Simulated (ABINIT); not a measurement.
Computed results, one entry a study.

```
! title: Beyond one shot: TePb (Fm-3m)
! method: RPA screening on PBE from quasiparticle energies and orbitals, plane waves, norm-conserving pseudopotentials (and 4 further levels or steps)
! program: ABINIT 10.8.3
! settings: cutoff 39 Ha, PseudoDojo scalar-relativistic 0.4 stringent, norm-conserving, ngkpt (4, 4, 4), nband 176, ecuteps 6 Ha, gwcalctyp 28, inclvkb 2, shiftk (0, 0, 0), symchi 1, awtr 1, frequency ppm, cycle 5, q points all but q = 0, 4×4×4 k-mesh
! cost: 16 runs, 16 min in all on 8 MPI ranks of AMD EPYC 9R45, shared host
! notes: The cell and positions come from the Crystallography Open Database and are kept as given unless a step says otherwise. Limits: no spin-orbit coupling. The 4×4×4 mesh is coarse for this cell, which bears on the long-range parts of exchange and screening. The RPA ε∞ on this mesh reaches over 25; with a narrow direct gap a coarse mesh can overstate it, and the correction is then too small.
! G0W0: 0.895 eV
! QSGW, cycle 1: 0.933 eV
! QSGW, cycle 2: 0.971 eV
! QSGW, cycle 3: 0.987 eV
! QSGW, cycle 4: 0.989 eV
! QSGW, cycle 5: 0.987 eV
CELL_PARAMETERS angstrom
0.00000 3.23100 3.23100
3.23100 0.00000 3.23100
3.23100 3.23100 0.00000
ATOMIC_POSITIONS crystal
Te 0.50000 0.50000 0.50000
Pb 0.00000 0.00000 0.00000
```

[Long decimals in the printed logs are rounded to 6 places.]

[Logs are printed without paths, hosts, clocks, repeated set-up lines and the standing remarks that a program may print on its own settings, such as how far it seeks lower states.]

[Paths, hosts, dates, memory and timing lines, banners, echoed tables and standing remarks are left out of the program output; an Ansatz launch command may be rebuilt from the run's recorded settings. Measured values are a selection of at most five: reports struck by readers or far from the other reports are left out. None is set beside runs whose start may be inverted or whose files or cutoffs have a known fault.]

[Runs of the session that timed out or met a known fault of the program may be left out.]

[Hosts, paths, dates, database ids (printed as entryN), source tags and the programs' standing remarks are cut or masked in the printed files.]

[G0W0 gaps are taken among the corrected bands and points alone; a level outside them can change the order at an edge.]

[Where Ansatz stands beside ABINIT at settings called matched, ABINIT's density can come from a denser mesh and the files from another edition; pairs whose starting gaps differed by over 0.03 eV were left out, so agreement reads better than it is.]
